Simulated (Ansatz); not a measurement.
# linear Sr chain: one chain at several levels of theory, part 3 of 3

How many channels does the linear Sr chain carry, and how sure is the answer?

Ansatz 0.2.0; DFT PBE, plane waves, PAW; relaxation of a chain's period (the session's first sound run).

So far, conductance of the lead as this run defines it (G₀): step 3 (the perfect wire, level PBE, k-mesh 1×1×18) 0.00257; step 5 (LDA, another cell, k-mesh 1×1×19) 4.4e-4; step 7 (RPBE, another cell) 0.00825.

### Step 8. Relaxing the period

This step: DFT PBEsol, plane waves, PAW; relaxation of a chain's period (Ansatz 0.2.0).

The relaxation is repeated under another functional. PBEsol weakens PBE's gradient terms and usually lands between LDA and PBE.

Contents of input.yaml:

```yaml
crystal:
  lattice:
    - [12.0, 0.0, 0.0]
    - [0.0, 12.0, 0.0]
    - [0.0, 0.0, 3.627]
  atoms:
    - { symbol: Sr, position: [0.5, 0.5, 0.0], spin: 0.5 }
magnetization:
  spin_polarized: true
kpoints:
  mp_grid: { grid: [1, 1, 23] }
scf:
  occupations: { method: fermi_dirac, width: 0.05 }
hamiltonian:
  xc: pbesol
relax:
  cell: { fix: [a, b, alpha, beta, gamma] }
  max_steps: 60
```

Launch:

```console
ansatz run input.yaml --threads 8 --pin off --max-ram 16384MiB --backend cpu --events-out ev --progress --plain --runs-dir out
```

Numbers of over 12 decimals in the logs are rounded to 6 here.

Log:

```text
[...]
Crystal: 1 atoms, lattice volume = 522.288 Å³
Basis set: ecut = 420 eV, 10141 PW (Γ), exchange–correlation on 162×162×50 points (8 copies of the dense FFT grid, shifted against one another)
Bands: 10, of which v1, the nominal top of the filled ones, is band 5 counted from 1 (4 counted from 0)
Symmetry: 16 space group operations
[...]
-0.005649       0.000000       0.000000
        0.000000      -0.005649       0.000000
        0.000000       0.000000       0.008561
  P = ⅓ Tr σ = -0.0009 GPa (-0.009 kbar)
--- Relaxed structure (7 steps of the walk, 7 accepted, 1 SCFs on fresh bases) ---
[...]
cell:  # Å, volume = 638.0318 Å³
    - [12.0, 0.0, 0.0]
    - [0.0, 12.0, 0.0]
    - [0.0, 0.0, 4.430776]
  atoms:
    - { symbol: Sr, position: [0.5, 0.5, 0.0] }
[key lines of the parts left out:]
SCF converged after 8 iterations
Magnetization: 0.0000 μB (5.0000 up, 5.0000 down)
Free energy (F): -3490.687712 eV
Fermi energy:    -1.425444 eV
```

The job ended after 16 s (8 threads of Arm Neoverse V1, shared host; peak memory 0.89 GiB; 1.9 min of CPU time).

The steps of the relaxation:

```csv
step,energy less that of the first step (eV),largest force component (eV/Å),pressure (GPa),volume (Å³)
1,0.0000,0.0000,0.19,522.29
2,-0.0317,0.0000,0.18,531.18
3,-0.1068,0.0000,0.14,556.64
4,-0.1635,0.0000,0.09,582.76
5,-0.2018,0.0000,0.05,608.22
6,-0.2169,0.0000,0.00,633.68
7,-0.2173,0.0000,0.00,638.03
8*,-0.2181,0.0000,0.00,638.03
```

Relaxation steps marked * repeat the geometry before them on a plane-wave basis chosen anew for their cell, so energy and pressure can jump there.

```csv
cell as run,before,after,change
c (Å),3.627,4.431,+22.2 %
```

Final coordinates:

```
Sr
1.0
    12.00000    0.00000    0.00000
     0.00000   12.00000    0.00000
     0.00000    0.00000    4.43078
Sr
1
Direct
  0.50000 0.50000 0.00000
```

The cell's length comes to 4.431 Å, -1.3 % against the first run, with no moment. That is +22 % against the start, more than a small adjustment.

The cell grew by 22.2 % in its periodic edges.

### Step 9. The perfect wire, level PBEsol, k-mesh 1×1×19

This step: DFT PBEsol, plane waves, PAW; channels and complex bands of a perfect chain (Ansatz 0.2.0).

The channels are counted again under PBEsol, at the period that it gave.

Contents of input.yaml:

```yaml
crystal:
  lattice:
    - [12.0, 0.0, 0.0]
    - [0.0, 12.0, 0.0]
    - [0.0, 0.0, 4.4307761301]
  atoms:
    - { symbol: Sr, position: [0.5, 0.5, 0.0] }
kpoints:
  mp_grid: { grid: [1, 1, 19] }
  band_path: { path: ["Γ", Z], npoints: 60 }
scf:
  occupations: { method: fermi_dirac, width: 0.05 }
hamiltonian:
  xc: pbesol
output:
  transmission:
    e_range: [-2, 2]
    de: 0.035
    kmesh: [1, 1]
    reduced_basis: true
    leads: [[0, 0]]
  dos: { projected: true, e_range: [-6, 4] }
```

Log:

```text
[...]
Crystal: 1 atoms, lattice volume = 638.032 Å³
Basis set: ecut = 420 eV, 12471 PW (Γ)
Bands: 9, of which v1, the nominal top of the filled ones, is band 5 counted from 1 (4 counted from 0)
Symmetry: 16 space group operations
[...]
k-points: 10 of 19
[...]
--- Band table (eV; the first three rows and the last of 10) ---
[...]
--- Transmission ---
  basis      : 1265 plane waves across, 6 finite elements along
  points     : 1, standing for a mesh of 1 x 1
[...]
crystal 0  : Sr1, at the sites [0, 0], period 4.4308 Å: whole cells are its period
[...]
filled         : 0.1 meV over the level at which it is neutral
    channels       : 0.000000e0 a spin
[...]
slowest decay  : 0.0364 /Å at (0.0000, 0.0000)
[key lines of the parts left out:]
SCF converged after 6 iterations
Free energy (F): -3490.687968 eV
Fermi energy:    -1.428271 eV
```

It took 2 min on 8 threads; peak memory 1.4 GiB.

At the computed energy nearest the Fermi level there are 0 channels a spin, and the thermal average gives 0.00327 G₀; the gap is 0.33 eV.

Between step 5 and this run (PBEsol and another cell) the value for the conductance of the lead as this run defines it moves from 4.4e-4 G₀ to 0.00327 G₀ (+649 %).

### Step 10. Side by side

Times are for 8 threads of Arm Neoverse V1, shared host. Results by setting:

```csv
no.,level,conductance of the lead as this run defines it (G₀),time,memory (GiB)
1,PBE,0.002572,1.9 min,1.4
2,LDA,4.36e-4,1.8 min,1.3
3,RPBE,0.008255,2 min,1.5
4,PBEsol,0.003268,2 min,1.4
```

The runs together. Open channels of the lead against energy, zero at the Fermi level:

```csv
energy (eV),PBE,LDA,RPBE,PBEsol
-2.000,1,1,1,1
-1.790,1,1,1,1
-1.615,1,1,1,1
-1.405,1,1,1,1
-1.195,1,1,1,1
-0.985,1,1,1,1
-0.810,1,1,1,1
-0.600,1,1,1,1
-0.390,1,1,1,1
-0.215,1,1,1,1
-0.005,0,0,0,0
0.205,1,0,1,1
0.415,3,4,1,5
0.590,2,2,2,2
0.800,0,2,0,1
1.010,2,2,2,2
1.185,2,2,2,2
1.395,0,0,0,0
1.605,0,0,0,0
1.815,0,0,1,0
```

### Step 11. Relaxing the period, cutoff 690 eV

This step: DFT PBE, plane waves, PAW (JTH); relaxation of a chain's period (Ansatz 0.2.0).

The same functional on other atomic datasets tests how far the result hangs on the treatment of the cores. Against the first PBE run of this kind, the cutoff is 690 eV against 420.

Contents of input.yaml:

```yaml
crystal:
  lattice:
    - [12.0, 0.0, 0.0]
    - [0.0, 12.0, 0.0]
    - [0.0, 0.0, 3.627]
  atoms:
    - { symbol: Sr, position: [0.5, 0.5, 0.0], spin: 0.5 }
magnetization:
  spin_polarized: true
kpoints:
  mp_grid: { grid: [1, 1, 23] }
scf:
  occupations: { method: fermi_dirac, width: 0.05 }
hamiltonian:
  xc: pbe
  pseudopotentials: { kind: paw, source: jth }
relax:
  cell: { fix: [a, b, alpha, beta, gamma] }
  max_steps: 60
```

Log:

```text
[...]
-0.006142       0.000000       0.000000
        0.000000      -0.006142       0.000000
        0.000000       0.000000       0.002334
  P = ⅓ Tr σ = -0.0033 GPa (-0.033 kbar)
--- Relaxed structure (8 steps of the walk, 8 accepted, 1 SCFs on fresh bases) ---
[...]
cell:  # Å, volume = 647.8037 Å³
    - [12.0, 0.0, 0.0]
    - [0.0, 12.0, 0.0]
    - [0.0, 0.0, 4.498637]
  atoms:
    - { symbol: Sr, position: [0.5, 0.5, 0.0] }
[key lines of the parts left out:]
SCF converged after 9 iterations
Magnetization: -0.0000 μB (5.0000 up, 5.0000 down)
Free energy (F): -3539.478942 eV
Fermi energy:    -1.443781 eV
```

The job ended after 32 s (8 threads; peak memory 1.7 GiB).

The cell's length comes to 4.499 Å, +0.2 % against the first run, with no moment. That is +24 % against the start, more than a small adjustment.

### Step 12. Relaxing the period

This step: DFT PBE, plane waves, PAW; relaxation of a chain's period (Ansatz 0.2.0).

No moment formed, so a run without spin should agree; this checks it and saves time.

input.yaml, the sections that differ from step 11:

```yaml
crystal:
  lattice:
    - [12.0, 0.0, 0.0]
    - [0.0, 12.0, 0.0]
    - [0.0, 0.0, 3.627]
  atoms:
    - { symbol: Sr, position: [0.5, 0.5, 0.0] }
hamiltonian:
  xc: pbe
# kpoints, scf, relax: as in step 11
# magnetization: removed
```

Log:

```text
[...]
Crystal: 1 atoms, lattice volume = 522.288 Å³
Basis set: ecut = 420 eV, 10141 PW (Γ), exchange–correlation on 162×162×50 points (8 copies of the dense FFT grid, shifted against one another)
Bands: 9, of which v1, the nominal top of the filled ones, is band 5 counted from 1 (4 counted from 0)
Symmetry: 16 space group operations
[...]
k-points: 12 of 23
[...]
--- Stress (GPa, compression-positive) ---
       -0.006143       0.000000       0.000000
        0.000000      -0.006143       0.000000
        0.000000       0.000000       0.014197
  P = ⅓ Tr σ = 0.0006 GPa (0.006 kbar)
--- Relaxed structure (7 steps of the walk, 7 accepted, 1 SCFs on fresh bases) ---
[...]
cell:  # Å, volume = 645.1264 Å³
    - [12.0, 0.0, 0.0]
    - [0.0, 12.0, 0.0]
    - [0.0, 0.0, 4.480044]
  atoms:
    - { symbol: Sr, position: [0.5, 0.5, 0.0] }
[key lines of the parts left out:]
SCF converged after 7 iterations
Free energy (F): -3542.855683 eV
Fermi energy:    -1.430751 eV
```

Wall time 5.4 s (8 threads); peak memory 0.79 GiB.

The cell's length comes to 4.480 Å, -0.2 % against the first run, with spin left out. That is +24 % against the start, more than a small adjustment.

### Step 13. Comparing the runs

Times are for 8 threads of Arm Neoverse V1, shared host. Results by setting:

```csv
no.,level,cell length along the wire (Å),time,memory (GiB)
1,PBE,4.491,17 s,0.91
2,LDA,4.397,12 s,0.82
3,RPBE,4.540,20 s,0.89
4,PBEsol,4.431,16 s,0.89
5,"PBE, JTH files",4.499,32 s,1.7
6,"PBE, no spin",4.480,5.4 s,0.79
```

### Step 14. A repeat with changed settings: crystal.symmetry = {"detect": false}

This step: DFT PBE, plane waves, PAW; channels and complex bands of a perfect chain; changed: crystal.symmetry = {"detect": false} (Ansatz 0.2.0).

The atoms of the run on the perfect lead (PBE) are kept and the input is varied, to see whether the result depends on it. The ELF is not written this time.

Contents of input.yaml:

```yaml
crystal:
  lattice:
    - [12.0, 0.0, 0.0]
    - [0.0, 12.0, 0.0]
    - [0.0, 0.0, 4.4907085734]
  atoms:
    - { symbol: Sr, position: [0.5, 0.5, 0.0] }
  symmetry: { detect: false }
kpoints:
  mp_grid: { grid: [1, 1, 18] }
  band_path: { path: ["Γ", Z], npoints: 60 }
scf:
  occupations: { method: fermi_dirac, width: 0.05 }
hamiltonian:
  xc: pbe
output:
  transmission:
    e_range: [-2, 2]
    de: 0.035
    kmesh: [1, 1]
    reduced_basis: true
    leads: [[0, 0]]
  dos: { projected: true, e_range: [-6, 4] }
  write_potential: true
  write_density: true
  volumetric_format: npy
```

Log:

```text
[...]
Crystal: 1 atoms, lattice volume = 646.662 Å³
Basis set: ecut = 420 eV, 12639 PW (Γ)
Bands: 9, of which v1, the nominal top of the filled ones, is band 5 counted from 1 (4 counted from 0)
Symmetry: 1 space group operations
k-points: 10 of 18 (time reversal used)
[...]
SCF iter   1: F=—  HF=-3542.852607 eV  |F-HF|=—  |Δ(HF+E_count)|=         —  Δρ=3.75e-4  dr2=4.74e-4  ethr=1.77e-3  ⟨swp⟩=9.6  Hψ=984  notcnv=0
[...]
SCF iter   7: F=-3542.855399 eV  HF=-3542.855399 eV  |F-HF|=7.19e-9  |Δ(HF+E_count)|=   4.72e-8  Δρ=1.07e-6  dr2=1.80e-8  ethr=1.00e-9  ⟨swp⟩=4.6  Hψ=329  notcnv=0
SCF 1 converged in 7 iterations: F = -3542.855399 eV  dr2 = 1.80e-8
[...]
transmission: 6 of 36 steps passed
transmission: 12 of 36 steps passed
[...]
transmission: 36 of 36 steps passed
[...]
Second SCF, for the conductance: iteration 1, dr2 3.234e-7 eV
Second SCF, for the conductance: iteration 2, dr2 1.076e-7 eV
Second SCF, for the conductance: iteration 3, dr2 4.357e-8 eV
transmission: 6 of 36 steps passed
transmission: 12 of 36 steps passed
[...]
transmission: 36 of 36 steps passed
SCF converged after 7 iterations
Free energy (F): -3542.855399 eV
[...]
Internal energy: -3542.853487 eV  (E = F + TS)
E sigma→0 (E₀):  -3542.854443 eV
Entropy (-TS):   -0.001912 eV (-1.912 meV/atom)
Fermi energy:    -1.433953 eV
[...]
--- Band table (eV; the first three rows and the last of 10) ---
[...]
--- Transmission ---
  basis      : 1265 plane waves across, 6 finite elements along
  points     : 1, standing for a mesh of 1 x 1
[...]
crystal 0  : Sr1, at the sites [0, 0], period 4.4907 Å: whole cells are its period
[...]
filled         : 0.0 meV over the level at which it is neutral
    channels       : 0.000000e0 a spin
[...]
slowest decay  : 0.0381 /Å at (0.0000, 0.0000)
```

Wall time 1.9 min (8 threads); peak memory 1.4 GiB.

This step gave:

* energy at zero smearing: -3542.8544 eV
* conductance of the lead as this run defines it: 0.002573 G₀
* slowest decay in the lead at the energy nearest the Fermi level: 0.0381 Å⁻¹
* band gap: 0.3441 eV

Table of open channels of the lead, one spin by energy, zero at the Fermi level:

```csv
energy (eV),"open channels of the lead, one spin"
-2.000,1
-1.895,1
-1.790,1
-1.685,1
-1.615,1
-1.510,1
-1.405,1
-1.300,1
-1.195,1
-1.090,1
-0.985,1
-0.915,1
-0.810,1
-0.705,1
-0.600,1
-0.495,1
-0.390,1
-0.285,1
-0.215,1
-0.110,0
-0.005,0
0.100,0
0.205,1
0.310,1
0.415,3
0.485,1
0.590,2
0.695,2
0.800,0
0.905,2
1.010,2
1.115,2
1.185,2
1.290,2
1.395,0
1.500,0
1.605,0
1.710,0
1.815,0
1.885,1
```

It took 1.9 min against 1.9 min for the run it varies, and the conductance is 0.00257 G₀ against 0.00257 G₀.

The conductance of the lead as this run defines it, slowest decay in the lead at the energy nearest the Fermi level and band gap stay within 0.2 % plus 0.001 of the run it varies.

### Step 15. What came out

```json
{
  "cell length, PBE": "4.491 Å",
  "cell length, LDA": "4.397 Å",
  "cell length, RPBE": "4.540 Å",
  "cell length, PBEsol": "4.431 Å",
  "cell length, PBE, JTH files": "4.499 Å",
  "cell length, PBE, no spin": "4.480 Å",
  "conductance, PBE": "0.00257 G₀",
  "gap, PBE": "0.344 eV",
  "conductance, LDA": "4.4e-4 G₀",
  "gap, LDA": "0.439 eV",
  "conductance, RPBE": "0.00825 G₀",
  "gap, RPBE": "0.284 eV",
  "conductance, PBEsol": "0.00327 G₀",
  "gap, PBEsol": "0.332 eV"
}
```

**Reading.** Under PBE the cell's length is 4.49 Å, no moment survives, and a gap of 0.34 eV makes it a semiconductor. The cell's length spans 3.2 % over the functionals, shortest under LDA and longest under RPBE. At the relaxed period the wire is gapped under every functional, from 0.28 eV (RPBE) to 0.44 eV (LDA). Weak screening in one dimension makes quasiparticle gaps larger than the semilocal gaps, as a rule. Transport is coherent and elastic here: the atoms are frozen, so scattering by vibrations plays no part. The lead's cell of one atom keeps the chain straight and evenly spaced; a zigzag or dimerised form may lie lower.

[Logs are printed without paths, hosts, clocks, repeated set-up lines and the standing remarks that a program may print on its own settings, such as how far it seeks lower states.]

[Hosts, paths, dates, database ids (printed as entryN), source tags and the programs' standing remarks are cut or masked in the printed files.]
